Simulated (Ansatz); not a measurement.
**How CaO (Lime, Fm-3m) expands on warming**

How much does CaO (Lime) expand with temperature?

Experimental results on record:
- heat capacity C_P per formula unit 42.2 J/mol/K and bulk modulus 113 GPa near room temperature (given in “High-Throughput Prediction of Finite-Temperature Properties using the Quasi-Harmonic Approximation”, 2016, arXiv:1603.06924)

Method: DFT r2SCAN, scalar-relativistic, plane waves, PAW, in Ansatz 0.2.0.

## Step 1: Starting point

It takes space group Fm-3m (No. 225, cubic). Conventional cell: a = 4.813 Å, b = 4.813 Å, c = 4.813 Å, α = 90.00°, β = 90.00°, γ = 90.00°. Ca has 6 O at 2.41 Å nearest. Nearest to O lie 6 Ca at 2.41 Å. Farther neighbours and most contacts between anions are not listed.

Structure file:

```cif
data_structure
_symmetry_space_group_name_H-M 'P 1'
_symmetry_Int_Tables_number 1
_cell_length_a 3.4033
_cell_length_b 3.4033
_cell_length_c 3.4033
_cell_angle_alpha 60.000
_cell_angle_beta 60.000
_cell_angle_gamma 60.000
_cell_volume 27.87
loop_
_atom_site_label
_atom_site_type_symbol
_atom_site_fract_x
_atom_site_fract_y
_atom_site_fract_z
_atom_site_occupancy
Ca1 Ca 0.00000 0.00000 0.00000 1
O2 O 0.50000 0.50000 0.50000 1
```

## Step 2: A first coarse run

A cheap single point shows whether the cell is a metal or an insulator and how far it is from rest; that sets the k-mesh and the occupations of what follows.

File input.yaml:

```yaml
crystal:
  lattice:
    - [0.0, 2.4065, 2.4065]
    - [2.4065, 0.0, 2.4065]
    - [2.4065, 2.4065, 0.0]
  atoms:
    - { symbol: Ca, position: [0.0, 0.0, 0.0] }
    - { symbol: O, position: [0.5, 0.5, 0.5] }
kpoints:
  mp_grid: { grid: [6, 6, 6] }
hamiltonian:
  xc: r2scan
scf:
  occupations: { method: gaussian, width: 0.1 }
  lower_state_search: "off"
output:
  forces: true
  stress: true
  eigenvalues: true
```

Launch:

```bash
ansatz run input.yaml --threads 4 --pin off --max-ram 16384MiB --backend cpu --events-out ev --progress --plain --runs-dir out
```

Numbers of over 12 decimals in the logs are rounded to 6 here.

What it wrote:

```text
Engine: ansatz 0.2.0, aarch64-unknown-linux-gnu
Pseudopotentials: kind: paw
Pseudopotential: Ca, paw, valence charge 10, recommended cutoff 500 eV (meta_gga), Ca.paw.azcp
Pseudopotential: O, paw, valence charge 6, recommended cutoff 500 eV (meta_gga), O.paw.azcp
Functional definition: r2SCAN
  parameter k0 = 0.174
  parameter k1 = 0.065
  parameter a1 = 4.9479
  exchange = r2scan_x(k0 = k0, k1 = k1, a1 = a1)
  correlation = r2scan_c
Crystal: 2 atoms, lattice volume = 27.873 Å³
Basis set: ecut = 500 eV, 725 PW (Γ), exchange–correlation on 100×100×100 points (64 copies of the dense FFT grid, shifted against one another)
Bands: 12, of which v1, the nominal top of the filled ones, is band 8 counted from 1 (7 counted from 0)
Symmetry: 48 space group operations
Space group: Fm-3m (ITA 225), of the structure as read, at distance tolerance 3.0e-5 Å
k-points: 16 of 216
Non-local potential: Ca, projectors of the file, l = 0: 3, l = 1: 2, l = 2: 2
Non-local potential: O, projectors of the file, l = 0: 2, l = 1: 2, l = 2: 1
PAW form: soft (Blöchl's): semilocal exchange-correlation on the pseudo side does not see the compensation charge
PAW frozen core: Ca, regenerated for the run's functional (the file was generated under x = pbe(κ = 0.804, μ = 0.219515), c = pbe(β = 0.066725))
PAW frozen core: O, regenerated for the run's functional (the file was generated under x = pbe(κ = 0.804, μ = 0.219515), c = pbe(β = 0.066725))
PAW one-centre angular grid: Ca, 302 points (default); XC on 160 Gauss nodes
PAW one-centre angular grid: O, 302 points (default); XC on 160 Gauss nodes
Initial density: superposition of atomic densities (neutral atoms: chi_scale 0, normalization atom), corrected by the library's trained network
Initial wavefunctions: pseudopotential atomic-orbital guess
Functional: x = r2scan, c = r2scan; τ floored in thin density (d = 2e-4 eV/Å³)
SCF iter   1: F=-2394.070326 eV  HF=-2394.020521 eV  |F-HF|=4.98e-2  |Δ(HF+E_count)|=         —  Δρ=1.09e-2  dr2=4.07e-2  dr2_τ=6.01e-2  ethr=1.77e-3  ⟨swp⟩=7.2  Hψ=1406  notcnv=0
preconditioner: auto → none  [insulator: Δε(μ)=4.464 eV  Ē_g=19.265 eV  σ=0.100 eV  W_gap=1.00  n_scr=8 (ndim 8)  ℏωp=26.3 eV  f_vac=0.000  D(μ)=0.00/eV (n_scr^D=0)  ε∞_Penn≈2.9]
SCF iter   2: F=-2394.082934 eV  HF=-2394.096936 eV  |F-HF|=1.40e-2  |Δ(HF+E_count)|=   7.64e-2  Δρ=1.01e-2  dr2=1.68e-2  dr2_τ=3.86e-3  ethr=2.54e-4  ⟨swp⟩=2.0  Hψ=512  notcnv=0
SCF iter   3: F=-2394.092807 eV  HF=-2394.093091 eV  |F-HF|=2.83e-4  |Δ(HF+E_count)|=   3.85e-3  Δρ=2.52e-3  dr2=8.96e-4  dr2_τ=8.85e-5  ethr=1.05e-4  ⟨swp⟩=2.0  Hψ=328  notcnv=0
SCF iter   4: F=-2394.092957 eV  HF=-2394.092960 eV  |F-HF|=2.86e-6  |Δ(HF+E_count)|=   1.31e-4  Δρ=4.92e-4  dr2=2.22e-5  dr2_τ=7.45e-6  ethr=5.60e-6  ⟨swp⟩=2.8  Hψ=368  notcnv=0
SCF iter   5: F=-2394.092964 eV  HF=-2394.092964 eV  |F-HF|=3.66e-7  |Δ(HF+E_count)|=   4.28e-6  Δρ=7.61e-5  dr2=5.41e-7  dr2_τ=1.52e-7  ethr=1.39e-7  ⟨swp⟩=2.1  Hψ=245  notcnv=0
SCF iter   6: F=-2394.092964 eV  HF=-2394.092964 eV  |F-HF|=2.37e-9  |Δ(HF+E_count)|=   4.40e-7  Δρ=8.41e-6  dr2=1.01e-8  dr2_τ=2.11e-9  ethr=6.25e-10  ⟨swp⟩=5.0  Hψ=936  notcnv=0
SCF 1 converged in 6 iterations: F = -2394.092964 eV  dr2 = 1.01e-8
  greatest PAW one-centre occupation: 0.995 electrons in one spin orbital (limit 2), on the Ca atom at site 0 (counted from 0), in its partial waves of l = 0
SCF converged after 6 iterations
Free energy (F): -2394.092964 eV
Harris-Foulkes:  -2394.092964 eV  (|F-HF|=2.37e-9)
Internal energy: -2394.092964 eV  (E = F + TS)
E sigma→0 (E₀):  -2394.092964 eV
Fermi energy:    9.407300 eV
--- Per-component energies (eV) ---
  E_band       = -115.183095
  E_kinetic    = 456.799697
  E_local      = -893.189428  (includes V_loc(G=0)·N_el)
  E_nonlocal   = 110.388267
  E_hartree    = 296.402043
  E_xc         = -212.273144
  E_vxc        = -302.692043  (∫ρ·V_xc dr)
  E_paw        = -1023.588805  (= ΣΔE_a)
  E_vpaw       = -97.946762  (= ΣTr[D̂ρ^β])
  E_aug_tail   = 0.000909  (compensation charges beyond the density's cutoff)
  E_vtau       = 18.652203  (kinetic-family band-sum trace: ∫τ·v_τ [+ j·A + Jᵃ·Aᵃ] dr)
  E_ewald      = -1128.379897
  E_core_change = -0.252606  (= ΣΔE_core)
  E_smearing   = -0.000000  (= −TS)
  E_closure    = 0.000000  (closes the sum)
  Σ components = -2394.092964   (vs F -2394.092964, Δ=0.00e0)
--- Forces (eV/Å), atoms counted from 1 ---
  atom   1  Ca    -0.00000000     0.00000000    -0.00000000
  atom   2  O      0.00000000     0.00000000     0.00000000
  max |Σ_I F_I| component: 1.40e-29 eV/Å
--- Stress (GPa, compression-positive) ---
       -1.294524       0.000000      -0.000000
        0.000000      -1.294524      -0.000000
        0.000000       0.000000      -1.294524
  P = ⅓ Tr σ = -1.2945 GPa (-12.945 kbar)
--- Band table (eV; the first three rows and the last of 16) ---
  k-point 0: bands = [... 4 lower, -9.1533, 7.3068, 7.3068, 7.3068, 12.7064, 14.1479, 14.1479, 14.1479]
  k-point 1: bands = [... 4 lower, -8.7618, 6.4798, 6.9675, 6.9675, 13.8079, 14.1226, 14.6125, 14.6125]
  k-point 2: bands = [... 4 lower, -8.1605, 5.2370, 6.3851, 6.3851, 14.4507, 15.6825, 15.6825, 15.7606]
  k-point 15: bands = [... 4 lower, -8.6123, 6.1000, 6.2473, 6.5108, 12.9018, 15.6112, 16.3469, 17.4988]
```

The job ended after 1.2 s (4 threads of Arm Neoverse V1, shared host; peak memory 0.33 GiB; 2.4 s of CPU time).

A gap read on the k-mesh alone can miss the band edges.

This step gave:

```
pressure          : -1.295 GPa
gap on the k-mesh : 4.201 eV
volume per atom   : 13.94 Å³/atom
```

The start is under -1.3 GPa at this level and looks like an insulator or semiconductor on this mesh.

## Step 3: Relaxation

The vibrations must be taken about the equilibrium of this functional, not about the starting cell, so the structure is relaxed.

input.yaml, the sections that differ from step 2:

```yaml
kpoints:
  mp_grid: { grid: [8, 8, 8] }
scf:
  occupations: { method: gaussian, width: 0.02 }
  lower_state_search: "off"
relax:
  adjacent_minimum: "off"
  f_tol: 0.005
  max_steps: 80
  cell: { stress_tol: 0.05 }
# crystal, hamiltonian, output: as in step 2
```

What it wrote:

```text
[...]
Crystal: 2 atoms, lattice volume = 27.873 Å³
Basis set: ecut = 500 eV, 725 PW (Γ), exchange–correlation on 100×100×100 points (64 copies of the dense FFT grid, shifted against one another)
Bands: 12, of which v1, the nominal top of the filled ones, is band 8 counted from 1 (7 counted from 0)
Symmetry: 48 space group operations
[...]
k-points: 29 of 512
[...]
SCF iter   1: F=-2394.069505 eV  HF=-2394.020529 eV  |F-HF|=4.90e-2  |Δ(HF+E_count)|=         —  Δρ=1.10e-2  dr2=4.17e-2  dr2_τ=6.03e-2  ethr=1.77e-3  ⟨swp⟩=7.5  Hψ=2640  notcnv=0
[...]
SCF iter   6: F=-2394.093002 eV  HF=-2394.093002 eV  |F-HF|=4.54e-9  |Δ(HF+E_count)|=   4.19e-7  Δρ=9.49e-6  dr2=9.08e-9  dr2_τ=2.37e-9  ethr=6.25e-10  ⟨swp⟩=5.1  Hψ=1684  notcnv=0
SCF 1 converged in 6 iterations: F = -2394.093002 eV  dr2 = 9.08e-9
[...]
relax step   1: F+E_penalty+E_count = -2394.09300222 eV  Δ(F+E_penalty+E_count) = +0.000e0 eV  max|allowed force component| = 6.968e-29 eV/Å  Δτ_max = 0.0000 Å  P = -1.293 GPa  Ω = 27.873 Å³  (6 SCF iters, dr2 threshold 1.00e-7 eV, accepted)
Crystal: 2 atoms, lattice volume = 27.488 Å³
[...]
iter 1 solved again at ethr=8.21e-7 eV; its pass at ethr=3.10e-3 eV (dr2=1.31e-4 eV) is discarded
[...]
SCF iter   5: F=-2394.094345 eV  HF=-2394.094345 eV  |F-HF|=1.63e-8  |Δ(HF+E_count)|=   1.20e-7  Δρ=1.47e-5  dr2=5.89e-8  dr2_τ=1.99e-8  ethr=1.25e-9  ⟨swp⟩=5.0  Hψ=1661  notcnv=0
SCF 2 converged in 5 iterations: F = -2394.094345 eV  dr2 = 5.89e-8
relax step   2: F+E_penalty+E_count = -2394.09434532 eV  Δ(F+E_penalty+E_count) = -1.343e-3 eV  max|allowed force component| = 4.898e-30 eV/Å  Δτ_max = 0.0000 Å  P = +0.301 GPa  Ω = 27.488 Å³  energy of the carried Pulay correction = +1.257e-4 eV  (5 SCF iters, dr2 threshold 2.00e-7 eV, accepted)
Crystal: 2 atoms, lattice volume = 27.560 Å³
[...]
SCF iter   4: F=-2394.094388 eV  HF=-2394.094388 eV  |F-HF|=1.21e-9  |Δ(HF+E_count)|=   4.43e-8  Δρ=9.57e-6  dr2=1.32e-8  dr2_τ=1.54e-9  ethr=1.25e-9  ⟨swp⟩=2.3  Hψ=1159  notcnv=0
SCF 3 converged in 4 iterations: F = -2394.094388 eV  dr2 = 1.32e-8
relax step   3: F+E_penalty+E_count = -2394.09438769 eV  Δ(F+E_penalty+E_count) = -4.237e-5 eV  max|allowed force component| = 1.118e-30 eV/Å  Δτ_max = 0.0000 Å  P = -0.006 GPa  Ω = 27.560 Å³  energy of the carried Pulay correction = +1.021e-4 eV  (4 SCF iters, dr2 threshold 2.00e-7 eV, accepted)
[...]
SCF iter   1: F=-2394.094304 eV  HF=-2394.094304 eV  |F-HF|=2.73e-8  |Δ(HF+E_count)|=         —  Δρ=2.49e-5  dr2=2.78e-8  dr2_τ=5.92e-8  ethr=2.35e-6  ⟨swp⟩=2.1  Hψ=3506  notcnv=0
eigensolver tolerance schedule: the retry pair's looser diagonalisation over-reported the residual by 13513.96 of it (diagonalisation noise at an unbounded share of the residual, at the tolerance the schedule requests for it); recorded, not acted on — ethr = c·dr2/N_el stays at c = 1.0e-1
[...]
SCF iter   2: F=-2394.094303 eV  HF=-2394.094303 eV  |F-HF|=8.61e-9  |Δ(HF+E_count)|=   6.92e-7  Δρ=1.21e-5  dr2=4.36e-9  dr2_τ=4.58e-9  ethr=1.74e-10  ⟨swp⟩=2.4  Hψ=600  notcnv=0
[...]
SCF iter   5: F=-2394.094303 eV  HF=-2394.094303 eV  |F-HF|=2.27e-12  |Δ(HF+E_count)|=  4.37e-11  Δρ=1.08e-7  dr2=6.45e-13  dr2_τ=6.89e-13  ethr=1.00e-12  ⟨swp⟩=4.1  Hψ=1470  notcnv=0
SCF 4 converged in 5 iterations: F = -2394.094303 eV  dr2 = 6.45e-13
relax step   4: F+E_penalty+E_count = -2394.09430290 eV  Δ(F+E_penalty+E_count) = +8.479e-5 eV  max|allowed force component| = 8.119e-30 eV/Å  Δτ_max = 0.0000 Å  P = -0.004 GPa  Ω = 27.560 Å³  stress off target by 3.94e-3 GPa  SCF on the basis re-selected at this cell (its energy is not comparable with the rows above)  (5 SCF iters)
basis re-selected at this cell: Δ(F+E_penalty+E_count) = +8.479e-5 eV, ΔP = +0.002 GPa vs the last step (what re-selecting the basis moved, of the pressure what is left beyond the Pulay correction that the steps carried, after the strain that the cell walked since its last selection, with what the two solves' SCF thresholds leave and, on support functions, any second-order correction that the steps lacked; it is no m [...]
SCF converged after 5 iterations
Free energy (F): -2394.094303 eV
[...]
Internal energy: -2394.094303 eV  (E = F + TS)
E sigma→0 (E₀):  -2394.094303 eV
Fermi energy:    9.530015 eV
[...]
--- Stress (GPa, compression-positive) ---
       -0.003937      -0.000000      -0.000000
       -0.000000      -0.003937      -0.000000
       -0.000000      -0.000000      -0.003937
  P = ⅓ Tr σ = -0.0039 GPa (-0.039 kbar)
--- Band table (eV; the first three rows and the last of 29) ---
  k-point 0: bands = [... 4 lower, -9.0510, 7.4305, 7.4305, 7.4305, 12.9269, 14.3009, 14.3009, 14.3009]
  k-point 1: bands = [... 4 lower, -8.7960, 6.9156, 7.2227, 7.2227, 13.6078, 14.2568, 14.5725, 14.5725]
  k-point 2: bands = [... 4 lower, -8.3046, 5.9248, 6.7739, 6.7739, 14.3309, 15.0871, 15.2867, 15.2867]
  k-point 28: bands = [... 4 lower, -8.3832, 6.1444, 6.3833, 6.3833, 14.3819, 14.3819, 16.6006, 17.7028]
--- Relaxed structure (3 steps of the walk, 3 accepted, 1 SCFs on fresh bases) ---
  F+E_penalty+E_count = -2394.09430290 eV   max|allowed force component| = 8.119e-30 eV/Å   (the final SCF, on the basis selected at the relaxed cell)
  cell:  # Å, volume = 27.5598 Å³
    - [0, 2.397445, 2.397445]
    - [2.397445, 0, 2.397445]
    - [2.397445, 2.397445, 0]
  atoms:
    - { symbol: Ca, position: [0, 0, 0] }
    - { symbol: O, position: [0.5, 0.5, 0.5] }
```

It took 2.8 s on 4 threads; peak memory 0.35 GiB; 9.3 s of CPU time.

Step by step:

```tsv
step	energy less that of the first step (eV)	largest force component (eV/Å)	pressure (GPa)	volume (Å³)
1	0.0000	0.0000	-1.29	27.87
2	-0.0013	0.0000	0.30	27.49
3	-0.0014	0.0000	-0.01	27.56
4*	-0.0013	0.0000	0.00	27.56
```

Relaxation steps marked * repeat the geometry before them on a plane-wave basis chosen anew for their cell, so energy and pressure can jump there.

The run keeps the 48 symmetry operations that it works with, so distortions that break them were not tested.

```tsv
conventional cell, symmetrised	before	after	change
a (Å)	4.813	4.795	-0.4 %
b (Å)	4.813	4.795	-0.4 %
c (Å)	4.813	4.795	-0.4 %
volume (Å³/atom)	13.94	13.78	-1.1 %
```

Final coordinates:

```cif
data_structure
_symmetry_space_group_name_H-M 'P 1'
_symmetry_Int_Tables_number 1
_cell_length_a 3.3905
_cell_length_b 3.3905
_cell_length_c 3.3905
_cell_angle_alpha 60.000
_cell_angle_beta 60.000
_cell_angle_gamma 60.000
_cell_volume 27.56
loop_
_atom_site_label
_atom_site_type_symbol
_atom_site_fract_x
_atom_site_fract_y
_atom_site_fract_z
_atom_site_occupancy
Ca1 Ca 0.00000 0.00000 0.00000 1
O2 O 0.50000 0.50000 0.50000 1
```

Numbers from this step:

```
pressure          : -0.003937 GPa
gap on the k-mesh : 4.199 eV
volume per atom   : 13.78 Å³/atom
```

The relaxation ends with a pressure of 0.00 GPa.

## Step 4: Relaxing to small residual forces and stress

The relaxation is repeated with tighter thresholds on force and stress, since phonons are sensitive to what is left; a change of mesh or smearing in the input moves the cell too.

input.yaml, the sections that differ from step 3:

```yaml
crystal:
  lattice:
    - [0.0, 2.3974452296, 2.3974452296]
    - [2.3974452296, 0.0, 2.3974452296]
    - [2.3974452296, 2.3974452296, 0.0]
  atoms:
    - { symbol: Ca, position: [0.0, 0.0, 0.0] }
    - { symbol: O, position: [0.5, 0.5, 0.5] }
scf:
  occupations: { method: fixed }
  lower_state_search: "off"
relax:
  adjacent_minimum: "off"
  f_tol: 0.001
  max_steps: 60
  cell: { stress_tol: 0.01 }
# kpoints, hamiltonian, output: as in step 3
```

What it wrote:

```text
[...]
Crystal: 2 atoms, lattice volume = 27.560 Å³
Basis set: ecut = 500 eV, 725 PW (Γ), exchange–correlation on 100×100×100 points (64 copies of the dense FFT grid, shifted against one another)
Bands: 12, of which v1, the nominal top of the filled ones, is band 8 counted from 1 (7 counted from 0)
Symmetry: 48 space group operations
[...]
k-points: 29 of 512
[...]
k-point 28: bands = [... 4 lower, -8.3832, 6.1444, 6.3833, 6.3833, 14.3819, 14.3819, 16.6006, 17.7028]
--- Relaxed structure (1 steps of the walk, 1 accepted, 1 SCFs on fresh bases) ---
[...]
cell:  # Å, volume = 27.5598 Å³
    - [0.0, 2.3974452296, 2.3974452296]
    - [2.3974452296, 0.0, 2.3974452296]
    - [2.3974452296, 2.3974452296, 0.0]
  atoms:
    - { symbol: Ca, position: [0.0, 0.0, 0.0] }
    - { symbol: O, position: [0.5, 0.5, 0.5] }
[key lines of the parts left out:]
SCF converged after 5 iterations
Free energy (F): -2394.094303 eV
Fermi energy:    7.430462 eV
P = ⅓ Tr σ = -0.0039 GPa (-0.039 kbar)
```

Elapsed: 1.5 s, on 4 threads; peak memory 0.35 GiB.

Little changed from the start: no atom moved by 0.005 Å and no cell edge by 0.1 %.

This step gave:

```
pressure : -0.003938 GPa
```

The residual pressure is -0.0039 GPa, small enough for phonons.

(Continued in part 2 of 2.)

[Logs are printed without paths, hosts, clocks, repeated set-up lines and the standing remarks that a program may print on its own settings, such as how far it seeks lower states.]

[Hosts, paths, dates, database ids (printed as entryN), source tags and the programs' standing remarks are cut or masked in the printed files.]

[A step with changed settings may run another functional than the one named; its input shows which.]
